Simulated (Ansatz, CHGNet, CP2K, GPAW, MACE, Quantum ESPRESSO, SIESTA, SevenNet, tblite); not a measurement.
# How far do other methods lie from plane waves? Random rutile alloy of IrO2 and SiO2 (96 atoms)

One geometry of random rutile alloy of IrO2 and SiO2 (96 atoms) is solved by several programs and methods. How far do their forces lie from a plane-wave PBE run?

Results are calculated, not measured.

**1. The structure**

The cell holds 96 atoms (16 Si, 64 O and 16 Ir), with edges of 8.68, 8.68 and 11.64 Å. Recipe: rutile IrO2, 2 x 2 x 4 conventional cells, 16 of 32 Ir sites given to Si at random (x = 0.500), lattice by Vegard's rule (cell 4.338, 4.338, 2.909, 90, 90, 90); every coordinate displaced by a Gaussian of 0.07 Å. Then every atom was moved at random, 0.03 Å r.m.s. a Cartesian component. The density is 8.62 g/cm³.

**2. The reference input**

Quantum ESPRESSO 7.5: Kohn-Sham DFT, PBE, SSSP efficiency 1.3.0 pseudopotentials, plane waves. Its input, pw.in:

```
&control
  calculation = 'scf'
  pseudo_dir = './pseudo'
  outdir = './tmp'
  disk_io = 'none'
  tprnfor = .true.
  tstress = .true.
/
&system
  ibrav = 0
  nat = 96
  ntyp = 3
  ecutwfc = 60
  ecutrho = 480
  nosym = .true.
  occupations = 'smearing'
  smearing = 'fd'
  degauss = 0.003675
/
&electrons
  conv_thr = 4.8e-07
  electron_maxstep = 100
  mixing_beta = 0.2
  mixing_mode = 'local-TF'
  diagonalization = 'david'
/
ATOMIC_SPECIES
Si 28.085 Si.upf
O 15.999 O.upf
Ir 192.217 Ir.upf
CELL_PARAMETERS angstrom
8.67700 0.00000 0.00000
0.00000 8.67700 0.00000
0.00000 0.00000 11.63800
ATOMIC_POSITIONS crystal
Si 0.01742 0.01099 0.00359
Si 0.24768 0.24184 0.12526
O 0.14278 0.14045 0.98668
O 0.33844 0.35651 0.01146
[... 90 atom lines left out ...]
O 0.61521 0.91320 0.89068
O 0.91195 0.59612 0.88276
K_POINTS gamma
```

```console
$ OMP_NUM_THREADS=1 mpirun -np 4 pw.x -in pw.in > output.txt
```

Elapsed: 4.5 min, on 4 MPI ranks of Arm Neoverse V2, shared host; peak memory 3.4 GiB.

It converged with an r.m.s. force component of 4.0 eV/Å and a pressure of 35 GPa.

**3. What was run beside it**

- CHGNet: machine-learned potential, published weights.
- CP2K 2026.2: Gaussian basis with GTH pseudopotentials and a plane-wave density; labels give functional, basis (MOLOPT sets; SR short-range, UZH the newer set with its own potentials), grid cutoff/relative cutoff and solver (OT: orbital transformation; TRS4, TC2, SIGN: linear-scaling purification with its sparsity filter), or its built-in tight binding.
- GPAW 26.7.0: PAW with atomic orbitals (LCAO), plane waves or a real-space grid of spacing h.
- MACE: machine-learned potential, published weights.
- Quantum ESPRESSO 7.5: plane waves; labels (QE) give functional, pseudopotential set and cutoffs of waves/density.
- SIESTA 5.4.2: numerical atomic orbitals, whose automatically made sets are far from complete, with PseudoDojo norm-conserving potentials that we converted to its format (checked against plane waves on the same files for H, C, O, Si, Ge and Ca alone); labels give functional, basis size, energy shift and mesh cutoff.
- SevenNet: machine-learned potential, published weights.
- tblite 0.8.0: extended tight binding, driven from Python.

All use the same cell and atoms, and the electronic-structure runs the same k-mesh.

**4. All runs compared**

Differences are against the reference: forces as r.m.s. over components, share as that over the reference's r.m.s. force, slope as the fitted ratio of a run's forces to the reference's.

| run | Δ force, r.m.s. (meV/Å) | share (%) | slope | Δ pressure (GPa) | cores | CPU time | memory (GiB) |
| --- | --- | --- | --- | --- | --- | --- | --- |
| reference | - | - | - | - | 4 | 18 min | 3.4 |
| CHGNet 0.3.0 potential | 635 | 16.0 | 1.046 | 9.17 | 1 | 4.5 s | 2.1 |
| CP2K PBE, DZVP-UZH, 210/50 Ry, diagonalisation (coarse) | 190 | 4.78 | 0.996 | 0.741 | 4 | 15 min | 2.7 |
| CP2K PBE, DZVP-UZH, 600/50 Ry, diagonalisation | 104 | 2.63 | 0.995 | -0.321 | 4 | 17 min | 4.5 |
| CP2K PBE, SZV-MOLOPT-SR, 600/50 Ry, diagonalisation (coarse) | 1487 | 37.4 | 1.297 | 35.2 | 2 | 6.1 min | 2.2 |
| GPAW PBE, LCAO dzp, h 0.18 Å | 207 | 5.21 | 1.022 | - | 2 | 9.6 min | 2.2 |
| GPAW PBE, LCAO dzp, h 0.25 Å (coarse) | 279 | 7.01 | 1.025 | - | 1 | 5 min | 0.98 |
| GPAW PBE, LCAO sz(dzp), h 0.18 Å (coarse) | 1128 | 28.4 | 1.181 | - | 1 | 3 min | 1.3 |
| GPAW PBE, LCAO szp(dzp), h 0.18 Å (coarse) | 484 | 12.2 | 1.103 | - | 1 | 6.3 min | 1.6 |
| GPAW RPBE, LCAO dzp, h 0.18 Å | 260 | 6.54 | 1.043 | - | 2 | 9.6 min | 2.2 |
| MACE MP-0b3 medium potential | 567 | 14.3 | 0.952 | 1.10 | 1 | 8.4 s | 1.4 |
| QE PBE, sg15-1.2, 60/240 Ry (coarse) | 89.1 | 2.24 | 0.984 | -20.0 | 4 | 12 min | 1.6 |
| SIESTA PBE, DZ, shift 0.01 Ry, mesh 500 Ry (coarse) | 815 | 20.5 | 1.129 | 12.2 | 2 | 3.7 min | 1.3 |
| SIESTA PBE, DZP, shift 0.01 Ry, mesh 500 Ry | 215 | 5.42 | 1.042 | 5.51 | 4 | 9.1 min | 2.4 |
| SIESTA PBE, SZ, shift 0.01 Ry, mesh 500 Ry (coarse) | 1511 | 38.0 | 1.186 | 16.0 | 1 | 2.4 min | 0.84 |
| SevenNet l3i5 potential | 789 | 19.9 | 1.046 | 7.33 | 1 | 12 s | 2.1 |
| tblite GFN1-xTB | 1072 | 27.0 | 0.774 | -2.54 | 1 | 5.4 s | 0.13 |
| tblite GFN2-xTB | 1577 | 39.7 | 0.633 | -17.5 | 1 | 14 s | 0.13 |

Rows marked coarse use a setting chosen to be so.

Times of the machine-learned potentials are mostly Python's start and the loading of weights.

CPU time is summed over cores on shared hosts, so it is rough.

**5. Findings**

Forces lie from 2.2 % (QE PBE, sg15-1.2, 60/240 Ry, coarse) to 40 % (tblite GFN2-xTB) of the reference's r.m.s. force of 4.0 eV/Å away from it. The PBE runs in local orbitals, coarse settings apart, differ by 2.6 % (CP2K PBE, DZVP-UZH, 600/50 Ry, diagonalisation) to 5.4 % (SIESTA PBE, DZP, shift 0.01 Ry, mesh 500 Ry); basis, grid and potentials can all enter. Tight binding differs by 27 % (tblite GFN1-xTB) to 40 % (tblite GFN2-xTB); it is another model, with fitted parameters of its own, and the xTB methods hold dispersion. Machine-learned potentials differ by 14 % (MACE MP-0b3 medium potential) to 20 % (SevenNet l3i5 potential); they were trained on other programs' data.

Rows with another functional or a dispersion term differ by 6.5 % (GPAW RPBE, LCAO dzp, h 0.18 Å), which mixes the change of model with differences of basis and potentials. Runs with settings chosen to be coarse differ by 2.2 % (QE PBE, sg15-1.2, 60/240 Ry) to 38 % (SIESTA PBE, SZ, shift 0.01 Ry, mesh 500 Ry), their programs' other errors included. CP2K PBE, SZV-MOLOPT-SR, 600/50 Ry, diagonalisation stiffens the forces by a factor of 1.30 while following their directions (correlation 0.985); the slopes of the 3 CP2K runs lie between 1.00 and 1.30. From CP2K PBE, DZVP-UZH, 210/50 Ry, diagonalisation to the finer CP2K PBE, DZVP-UZH, 600/50 Ry, diagonalisation the share falls from 4.8 to 2.6 %. From GPAW PBE, LCAO dzp, h 0.25 Å to the finer GPAW PBE, LCAO dzp, h 0.18 Å the share falls from 7.0 to 5.2 %. Pressures at PBE, coarse settings apart, lie -0.32 to +5.51 GPa from the reference's. A pressure off by over 25 GPa (CP2K PBE, SZV-MOLOPT-SR, 600/50 Ry, diagonalisation) is no usable stress for this cell.

**Limits.** Periodic xTB results under one method name differ between programs and library versions. The potentials hold different valence shells: 688 electrons in the reference, 720 in CP2K with SZV-MOLOPT-SR, 720 in Quantum ESPRESSO with SG15 and 720 in SIESTA; this bears on time and differences. The reference's pressure holds the uncorrected Pulay stress of its 60 Ry basis, so small pressure differences, may be the reference's own error. Machine-learned potentials mimic data converged in k, so the reference's own k-point error enters their differences. The reference's stress is far from hydrostatic: its diagonal is 30.5, 30.9, 44.0 GPa, compression counted positive. The host structure and its lattice constant were typed by rule, without a check against the phase diagram. The runs have no spin polarisation, so moments on Ir can't form, and no Hubbard term. The electronic-structure runs sample only Γ, in a cell whose shortest periodic width is 9 Å, which is coarse for a cell with partly filled levels. Spin–orbit coupling is left out, which matters for the levels of the heavy elements. The reference's pressure of 35 GPa reflects the volume that the recipe set, positions that aren't this level's minimum and the coarse k-sampling. Where levels are smeared, the DFT runs use Fermi–Dirac occupations at 580 K (0.05 eV), and energies are free energies. The atoms were displaced at random, and shares hang on the size of the forces that this gives. The reference's cutoffs and mesh weren't converged further here.

[Long decimals in the printed logs are rounded to 6 places.]

[Logs are printed without paths, hosts, clocks, repeated set-up lines and the standing remarks that a program may print on its own settings, such as how far it seeks lower states.]

[Hosts, paths, dates, database ids (printed as entryN), source tags and the programs' standing remarks are cut or masked in the printed files.]

[Only finished runs are shown, without SIESTA runs on faulty potentials for Cu, Fe, Ni or Zn; cells were taken only where this reference lay near another plane-wave run.]
